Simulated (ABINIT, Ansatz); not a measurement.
**KCaCl3 (Pm-3m): G0W0 with ABINIT, start to end**

Wanted: ground state, empty states, screening and self-energy for KCaCl3 (Pm-3m).

Calculated with ABINIT 10.8.3; PBEsol and many-body steps on it, plane waves.

## 1. Set-up

The structure is cubic, space group Pm-3m (No. 221). Conventional cell: a = 5.394 Å, b = 5.394 Å, c = 5.394 Å, α = 90.00°, β = 90.00°, γ = 90.00°. K has 12 Cl at 3.81 Å nearest. Nearest to Ca lie 6 Cl at 2.70 Å. Nearest to Cl lie 2 Ca at 2.70 Å and 4 K at 3.81 Å. Farther neighbours and most contacts between anions are not listed.

The cell and positions are those that the Materials Project relaxed with its own functionals (PBE, PBE+U or r2SCAN), kept fixed.

## 2. Ground state

This step: ABINIT 10.8.3; DFT, PBEsol, plane waves, norm-conserving pseudopotentials.

The ground-state density comes first.

Input file run.abi:

```
acell 3*1.0 Angstrom
rprim 
  5.393523000000 0.000000000000 0.000000000000
  0.000000000000 5.393523000000 0.000000000000
  0.000000000000 0.000000000000 5.393523000000
ntypat 3
znucl 19 20 17
natom 5
typat 1 2 3 3 3
xred 
  0.000000000000 0.000000000000 0.000000000000
  0.500000000000 0.500000000000 0.500000000000
  0.000000000000 0.500000000000 0.500000000000
  0.500000000000 0.000000000000 0.500000000000
  0.500000000000 0.500000000000 0.000000000000
pp_dirpath "pseudos"
pseudos "K.upf, Ca.upf, Cl.upf"
ecut 33
ngkpt 4 4 4
nshiftk 1
shiftk 0 0 0
kptopt 1
chksymbreak 0
nband 26
occopt 1
tolvrs 1e-10
nstep 60
prtwf 0
optforces 0
optstress 0
indata_prefix "in"
outdata_prefix "out"
tmpdata_prefix "tmp"
```

Launch:

```bash
$ OMP_NUM_THREADS=1 mpirun -n 4 abinit run.abi > log
```

Numbers of over 12 decimals in the logs are rounded to 6 here.

The program printed:

```text
.Version 10.8.3 of ABINIT. v10.8.2 released Aug 2026.

 Symmetries : space group Pm -3 m (#221); Bravais cP (primitive cubic)
================================================================================
 Values of the parameters that define the memory need of the present run
     intxc =       0    ionmov =       0      iscf =       7    lmnmax =       6
     lnmax =       6     mgfft =      54  mpssoang =       3    mqgrid =    3001
     natom =       5  nloc_mem =       1    nspden =       1   nspinor =       1
    nsppol =       1      nsym =      48    n1xccc =    2501    ntypat =       3
    occopt =       1   xclevel =       2
-    mband =          26        mffmem =           1         mkmem =           3
       mpw =        9612          nfft =      157464          nkpt =          10
================================================================================
  Rough estimation (10% accuracy) of disk space for files :
================================================================================

--------------------------------------------------------------------------------
------------- Echo of variables that govern the present computation ------------
--------------------------------------------------------------------------------
 -outvars: echo values of preprocessed input variables --------
            acell      1.8897261259E+00  1.8897261259E+00  1.8897261259E+00 Bohr

      chksymbreak           0
             ecut      3.30000000E+01 Hartree
-          fftalg         312

              ixc     -116133
              kpt      0.00000000E+00  0.00000000E+00  0.00000000E+00
                       2.50000000E-01  0.00000000E+00  0.00000000E+00
                       5.00000000E-01  0.00000000E+00  0.00000000E+00
                       2.50000000E-01  2.50000000E-01  0.00000000E+00
                       5.00000000E-01  2.50000000E-01  0.00000000E+00
                       5.00000000E-01  5.00000000E-01  0.00000000E+00
                       2.50000000E-01  2.50000000E-01  2.50000000E-01
                       5.00000000E-01  2.50000000E-01  2.50000000E-01
                       5.00000000E-01  5.00000000E-01  2.50000000E-01
                       5.00000000E-01  5.00000000E-01  5.00000000E-01
         kptrlatt        4    0    0      0    4    0      0    0    4
          kptrlen      4.07691253E+01
P           mkmem           3
            natom           5
            nband          26
            ngfft          54      54      54
             nkpt          10
            nstep          60
             nsym          48
           ntypat           3
              occ      2.000000  2.000000  2.000000  2.000000  2.000000  2.000000
                       2.000000  2.000000  2.000000  2.000000  2.000000  2.000000
                       2.000000  2.000000  2.000000  2.000000  2.000000  2.000000
                       2.000000  2.000000  0.000000  0.000000  0.000000  0.000000
                       0.000000  0.000000
        optforces           0
        optstress           0
            prtwf           0
            rprim      5.3935230000E+00  0.0000000000E+00  0.0000000000E+00
                       0.0000000000E+00  5.3935230000E+00  0.0000000000E+00
[...]
spgroup         221

           tolvrs      1.00000000E-10

             xred      0.0000000000E+00  0.0000000000E+00  0.0000000000E+00
[...]
znucl       19.00000   20.00000   17.00000

================================================================================

 chkinp: Checking input parameters for consistency.

================================================================================
== DATASET  1 ==================================================================
-   mpi_nproc: 4, omp_nthreads: 1 (-1 if OMP is not activated)

--- !DatasetInfo
iteration_state: {dtset: 1, }
dimensions: {natom: 5, nkpt: 10, mband: 26, nsppol: 1, nspinor: 1, nspden: 1, mpw: 9612, }
cutoff_energies: {ecut:  33.0, pawecutdg:  -1.0, }
electrons: {nelect:   4.00000000E+01, charge:   0.00000000E+00, occopt:   1.00000000E+00, tsmear:   1.00000000E-02, }

 Real(R)+Recip(G) space primitive vectors, cartesian coordinates (Bohr,Bohr^-1):
 R(1)= 10.1922813  0.0000000  0.0000000  G(1)=  0.0981135  0.0000000  0.0000000
 R(2)=  0.0000000 10.1922813  0.0000000  G(2)=  0.0000000  0.0981135  0.0000000
 R(3)=  0.0000000  0.0000000 10.1922813  G(3)=  0.0000000  0.0000000  0.0981135
 Unit cell volume ucvol=  1.0588007E+03 bohr^3
 Angles (23,13,12)=  9.00000000E+01  9.00000000E+01  9.00000000E+01 degrees

 getcut: wavevector=  0.0000  0.0000  0.0000  ngfft=  54  54  54
         ecut(hartree)=     33.000   => boxcut(ratio)=   2.04880

--- Pseudopotential description ------------------------------------------------
- K Generated using ONCVPSP code by D. R. Hamann
- 19.00000   9.00000  180301                  znucl, zion, pspdat
12 -116133 2 -1 2250                          pspcod,pspxc,lmax,lloc,mmax
     nproj     2     2     2
  pspatm : epsatm=    8.32504554
         --- l  ekb(1:nproj) -->
[...]
pspatm: atomic psp has been read  and splines computed

- Ca Generated using ONCVPSP code by D. R. Hamann
- 20.00000  10.00000  180301                  znucl, zion, pspdat
12 -116133 2 -1 1746                          pspcod,pspxc,lmax,lloc,mmax
     nproj     2     2     2
  pspatm : epsatm=   12.46101000
         --- l  ekb(1:nproj) -->
[...]
pspatm: atomic psp has been read  and splines computed

- Cl Generated using ONCVPSP code by D. R. Hamann
- 17.00000   7.00000  180301                  znucl, zion, pspdat
12 -116133 2 -1 1028                          pspcod,pspxc,lmax,lloc,mmax
     nproj     2     2     2
  pspatm : epsatm=    8.95520293
         --- l  ekb(1:nproj) -->
[...]
pspatm: atomic psp has been read  and splines computed

   1.90606657E+03                                ecore*ucvol(ha*bohr**3)
--------------------------------------------------------------------------------

_setup2: Arith. and geom. avg. npw (full set) are    9588.203    9588.184

================================================================================

--- !BeginCycle
iteration_state: {dtset: 1, }
solver: {iscf: 7, nstep: 60, nline: 4, wfoptalg: 0, }
tolerances: {tolvrs: 1.00E-10, }

     iter   Etot(hartree)      deltaE(h)  residm     vres2
 ETOT  1  -118.05419337941    -1.181E+02 4.837E-02 2.267E+02
 ETOT  2  -118.11323207460    -5.904E-02 1.996E-02 5.111E+01
 ETOT  3  -118.11812213072    -4.890E-03 5.363E-03 1.532E+01
 ETOT  4  -118.11855682368    -4.347E-04 2.629E-03 2.458E+00
 ETOT  5  -118.11862242486    -6.560E-05 1.057E-03 1.581E-01
 ETOT  6  -118.11862701570    -4.591E-06 3.692E-04 9.177E-03
 ETOT  7  -118.11862743328    -4.176E-07 4.933E-04 3.692E-04
 ETOT  8  -118.11862744787    -1.459E-08 2.162E-04 4.068E-05
 ETOT  9  -118.11862744976    -1.887E-09 3.461E-04 2.353E-07
 ETOT 10  -118.11862744978    -2.792E-11 1.526E-04 7.216E-09
 ETOT 11  -118.11862744979    -9.436E-12 2.869E-04 3.863E-10
 ETOT 12  -118.11862744979     3.837E-12 3.907E-04 2.847E-11

 At SCF step   12       vres2   =  2.85E-11 < tolvrs=  1.00E-10 =>converged.

--- !ResultsGS
iteration_state: {dtset: 1, }
comment   : Summary of ground state results
lattice_vectors:
- [ 10.1922813,   0.0000000,   0.0000000, ]
- [  0.0000000,  10.1922813,   0.0000000, ]
- [  0.0000000,   0.0000000,  10.1922813, ]
lattice_lengths: [  10.19228,   10.19228,   10.19228, ]
lattice_angles: [ 90.000,  90.000,  90.000, ] # degrees, (23, 13, 12)
lattice_volume:   1.0588007E+03
convergence: {deltae:  3.837E-12, res2:  2.847E-11, residm:  3.907E-04, diffor:  0.000E+00, }
etotal    :  -1.18118627E+02
entropy   :   0.00000000E+00
fermie    :  -4.14678118E-03
cartesian_stress_tensor: null
pressure_GPa: null
xred      :
- [  0.0000E+00,   0.0000E+00,   0.0000E+00,  K]
- [  5.0000E-01,   5.0000E-01,   5.0000E-01, Ca]
- [  0.0000E+00,   5.0000E-01,   5.0000E-01, Cl]
- [  5.0000E-01,   0.0000E+00,   5.0000E-01, Cl]
- [  5.0000E-01,   5.0000E-01,   0.0000E+00, Cl]
cartesian_forces: null
force_length_stats: {min: null, max: null, mean: null, }

 Integrated electronic density in atomic spheres:
 ------------------------------------------------
 Atom  Sphere_radius  Integrated_density
[...]
================================================================================

 ----iterations are completed or convergence reached----

 Mean square residual over all n,k,spin=   42.794E-07; max=  39.066E-05
 reduced coordinates (array xred) for    5 atoms
       0.000000000000      0.000000000000      0.000000000000
       0.500000000000      0.500000000000      0.500000000000
       0.000000000000      0.500000000000      0.500000000000
       0.500000000000      0.000000000000      0.500000000000
       0.500000000000      0.500000000000      0.000000000000
 rms dE/dt=  0.0000E+00; max dE/dt=  0.0000E+00; dE/dt below (all hartree)
    1       0.000000000000      0.000000000000      0.000000000000
    2       0.000000000000      0.000000000000      0.000000000000
    3       0.000000000000      0.000000000000      0.000000000000
    4       0.000000000000      0.000000000000      0.000000000000
    5       0.000000000000      0.000000000000      0.000000000000

 cartesian coordinates (angstrom) at end:
    1      0.000000     0.000000     0.000000
    2      2.696762     2.696762     2.696762
    3      0.000000     2.696762     2.696762
    4      2.696762     0.000000     2.696762
    5      2.696762     2.696762     0.000000
 length scales=  1.889726125908  1.889726125908  1.889726125908 bohr
              =  1.000000000000  1.000000000000  1.000000000000 angstroms
 prteigrs : about to open file out_EIG
 Fermi (or HOMO) energy (hartree) =  -0.00415   Average Vxc (hartree)=  -0.28698
 Eigenvalues (hartree) for nkpt=  10  k points:
 kpt#   1, nband= 26, wtk=  0.01563, kpt=  0.0000  0.0000  0.0000 (reduced coord)
  -1.39911   -1.04078   -0.70583   -0.70583   -0.70583   -0.47620   -0.46303   -0.46303
  -0.43498   -0.43498   -0.43498   -0.06434   -0.06434   -0.06434   -0.02313   -0.02313
  -0.02313   -0.01477   -0.01477   -0.01477    0.16661    0.19958    0.19958    0.19958
   0.25000    0.25518
 prteigrs : prtvol=0 or 1, do not print more k-points.

--- !EnergyTerms
iteration_state     : {dtset: 1, }
comment             : Components of total free energy in Hartree
kinetic             :  4.02080669315013E+01
hartree             :  2.84055417453112E+01
xc                  : -2.69841401597466E+01
Ewald energy        : -7.39151538935242E+01
psp_core            :  1.80021285270599E+00
local_psp           : -1.01825468303419E+02
non_local_psp       :  1.41923133773804E+01
total_energy        : -1.18118627449791E+02
total_energy_eV     : -3.21417159438139E+03
band_energy         : -1.52742376143953E+01

== END DATASET(S) ==============================================================
================================================================================

 -outvars: echo values of variables after computation  --------
           etotal     -1.1811862745E+02
            nband          26
             nkpt          10
          spgroup         221
 [... the other variables as echoed above ...]

 Calculation completed.
```

Elapsed: 59 s, on 4 MPI ranks of Arm Neoverse N1, shared host; peak memory 0.48 GiB.

Numbers from this step:

| Property | Result |
| --- | --- |
| total energy | -3214.1716 eV |
| gap | 4.647 eV |
| k of the valence top | 0.5, 0.5, 0.5 |
| k of the conduction bottom | 0, 0, 0 |
| least direct gap | 4.936 eV |

The gap is indirect, with the least direct gap 0.29 eV higher.

## 3. Empty states on the mesh, 2×2×2 mesh, 104 bands

The sums over transitions need many empty states on a uniform mesh; this step solves for them.

Edit run.abi of step 2 so:

```diff
@@ -18,3 +18,3 @@
 ecut 33
-ngkpt 4 4 4
+ngkpt 2 2 2
 nshiftk 1
@@ -23,9 +23,10 @@
 chksymbreak 0
-nband 26
-occopt 1
-tolvrs 1e-10
+iscf -2
+irdden 1
+istwfk *1
+nband 104
+nbdbuf 8
+tolwfr 1e-09
 nstep 60
-prtwf 0
-optforces 0
-optstress 0
+prtvol 0
 indata_prefix "in"
```

The program printed:

```text
.Version 10.8.3 of ABINIT. v10.8.2 released Aug 2026.

 Symmetries : space group Pm -3 m (#221); Bravais cP (primitive cubic)
[... echo of the input left out ...]
== DATASET  1 ==================================================================
-   mpi_nproc: 4, omp_nthreads: 1 (-1 if OMP is not activated)

--- !DatasetInfo
iteration_state: {dtset: 1, }
dimensions: {natom: 5, nkpt: 4, mband: 104, nsppol: 1, nspinor: 1, nspden: 1, mpw: 9627, }
cutoff_energies: {ecut:  33.0, pawecutdg:  -1.0, }
electrons: {nelect:   4.00000000E+01, charge:   0.00000000E+00, occopt:   1.00000000E+00, tsmear:   1.00000000E-02, }

 Real(R)+Recip(G) space primitive vectors, cartesian coordinates (Bohr,Bohr^-1):
 R(1)= 10.1922813  0.0000000  0.0000000  G(1)=  0.0981135  0.0000000  0.0000000
 R(2)=  0.0000000 10.1922813  0.0000000  G(2)=  0.0000000  0.0981135  0.0000000
 R(3)=  0.0000000  0.0000000 10.1922813  G(3)=  0.0000000  0.0000000  0.0981135
 Unit cell volume ucvol=  1.0588007E+03 bohr^3
 Angles (23,13,12)=  9.00000000E+01  9.00000000E+01  9.00000000E+01 degrees

 getcut: wavevector=  0.0000  0.0000  0.0000  ngfft=  54  54  54
         ecut(hartree)=     33.000   => boxcut(ratio)=   2.04880

--- Pseudopotential description ------------------------------------------------
- K Generated using ONCVPSP code by D. R. Hamann
- 19.00000   9.00000  180301                  znucl, zion, pspdat
12 -116133 2 -1 2250                          pspcod,pspxc,lmax,lloc,mmax
     nproj     2     2     2
  pspatm : epsatm=    8.32504554
         --- l  ekb(1:nproj) -->
             0   10.921326    0.816676
             1    4.431000    0.560368
             2   -3.384038   -1.043186
 pspatm: atomic psp has been read  and splines computed

- Ca Generated using ONCVPSP code by D. R. Hamann
- 20.00000  10.00000  180301                  znucl, zion, pspdat
12 -116133 2 -1 1746                          pspcod,pspxc,lmax,lloc,mmax
     nproj     2     2     2
  pspatm : epsatm=   12.46101000
         --- l  ekb(1:nproj) -->
[...]
pspatm: atomic psp has been read  and splines computed

- Cl Generated using ONCVPSP code by D. R. Hamann
- 17.00000   7.00000  180301                  znucl, zion, pspdat
12 -116133 2 -1 1028                          pspcod,pspxc,lmax,lloc,mmax
     nproj     2     2     2
  pspatm : epsatm=    8.95520293
         --- l  ekb(1:nproj) -->
[...]
pspatm: atomic psp has been read  and splines computed

--------------------------------------------------------------------------------

================================================================================
 prteigrs : about to open file out_EIG
 Non-SCF case, kpt    1 (  0.00000  0.00000  0.00000), residuals and eigenvalues=
  7.82E-10  2.81E-10  3.33E-10  3.86E-10  5.86E-10  1.76E-10  1.81E-10  3.63E-10
  2.27E-10  2.77E-10  7.71E-10  4.20E-10  6.12E-10  8.92E-10  3.92E-10  6.31E-10
  9.62E-10  3.77E-10  8.04E-10  8.67E-10  2.01E-10  2.80E-10  5.00E-10  7.22E-10
[...]
-1.3991E+00 -1.0408E+00 -7.0583E-01 -7.0583E-01 -7.0583E-01 -4.7620E-01
 -4.6303E-01 -4.6303E-01 -4.3498E-01 -4.3498E-01 -4.3498E-01 -6.4337E-02
 -6.4337E-02 -6.4337E-02 -2.3125E-02 -2.3125E-02 -2.3125E-02 -1.4766E-02
[...]
1.0873E+00  1.0881E+00  1.0881E+00  1.0881E+00  1.0983E+00  1.0983E+00
  1.1177E+00  1.1177E+00  1.1801E+00  1.1801E+00  1.1801E+00  1.2223E+00
  1.2224E+00  1.2236E+00
 prteigrs : prtvol=0 or 1, do not print more k-points.

--- !ResultsGS
iteration_state: {dtset: 1, }
comment   : Summary of ground state results
lattice_vectors:
- [ 10.1922813,   0.0000000,   0.0000000, ]
- [  0.0000000,  10.1922813,   0.0000000, ]
- [  0.0000000,   0.0000000,  10.1922813, ]
lattice_lengths: [  10.19228,   10.19228,   10.19228, ]
lattice_angles: [ 90.000,  90.000,  90.000, ] # degrees, (23, 13, 12)
lattice_volume:   1.0588007E+03
convergence: {deltae:  0.000E+00, res2:  0.000E+00, residm:  9.817E-10, diffor:  0.000E+00, }
etotal    :  -1.18118627E+02
entropy   :   0.00000000E+00
fermie    :  -4.14678118E-03
cartesian_stress_tensor: null
pressure_GPa: null
xred      :
- [  0.0000E+00,   0.0000E+00,   0.0000E+00,  K]
- [  5.0000E-01,   5.0000E-01,   5.0000E-01, Ca]
- [  0.0000E+00,   5.0000E-01,   5.0000E-01, Cl]
- [  5.0000E-01,   0.0000E+00,   5.0000E-01, Cl]
- [  5.0000E-01,   5.0000E-01,   0.0000E+00, Cl]
cartesian_forces: null
force_length_stats: {min: null, max: null, mean: null, }

 Integrated electronic density in atomic spheres:
 ------------------------------------------------
 Atom  Sphere_radius  Integrated_density
[...]
================================================================================

 ----iterations are completed or convergence reached----

 Mean square residual over all n,k,spin=   49.651E-11; max=  98.168E-11
 reduced coordinates (array xred) for    5 atoms
[...]
0.500000000000      0.000000000000      0.500000000000
       0.500000000000      0.500000000000      0.000000000000

 cartesian coordinates (angstrom) at end:
    1      0.000000     0.000000     0.000000
    2      2.696762     2.696762     2.696762
    3      0.000000     2.696762     2.696762
    4      2.696762     0.000000     2.696762
    5      2.696762     2.696762     0.000000
 length scales=  1.889726125908  1.889726125908  1.889726125908 bohr
              =  1.000000000000  1.000000000000  1.000000000000 angstroms
 prteigrs : about to open file out_EIG
 Eigenvalues (hartree) for nkpt=   4  k points:
 kpt#   1, nband=104, wtk=  0.12500, kpt=  0.0000  0.0000  0.0000 (reduced coord)
[...]
1.08729    1.08729    1.08729    1.08810    1.08810    1.08810    1.09834    1.09834
   1.11765    1.11765    1.18008    1.18008    1.18008    1.22232    1.22235    1.22364
 prteigrs : prtvol=0 or 1, do not print more k-points.

== END DATASET(S) ==============================================================
================================================================================

 -outvars: echo values of variables after computation  --------
            nband         104
             nkpt           4
          spgroup         221
 [... the other variables as echoed above ...]

 Calculation completed.
```

Wall time 61 s (4 MPI ranks); peak memory 0.42 GiB; 4.1 min of CPU time.

This step gave:

```
gap                                                           : 4.647 eV
k of the valence top                                          : 0.5, 0.5, 0.5
k of the conduction bottom                                    : 0, 0, 0
least direct gap                                              : 4.936 eV
k points computed                                             : 4
lowest point of the top converged band, above the valence top : 30.00 eV
```

On this mesh the gap is 4.647 eV.

(Part 1 of 2 ends here.)

[Paths, hosts, dates, memory and timing lines, banners, echoed tables and standing remarks are left out of the program output.]

[Logs are printed without paths, hosts, clocks, repeated set-up lines and the standing remarks that a program may print on its own settings, such as how far it seeks lower states.]

[Runs of the session that timed out or met a known fault of the program may be left out.]

[Hosts, paths, dates, database ids (printed as entryN), source tags and the programs' standing remarks are cut or masked in the printed files.]

[G0W0 gaps are taken among the corrected bands and points alone; a level outside them can change the order at an edge.]

[Where Ansatz stands beside ABINIT at settings called matched, ABINIT's density can come from a denser mesh and the files from another edition; pairs whose starting gaps differed by over 0.03 eV were left out, so agreement reads better than it is.]
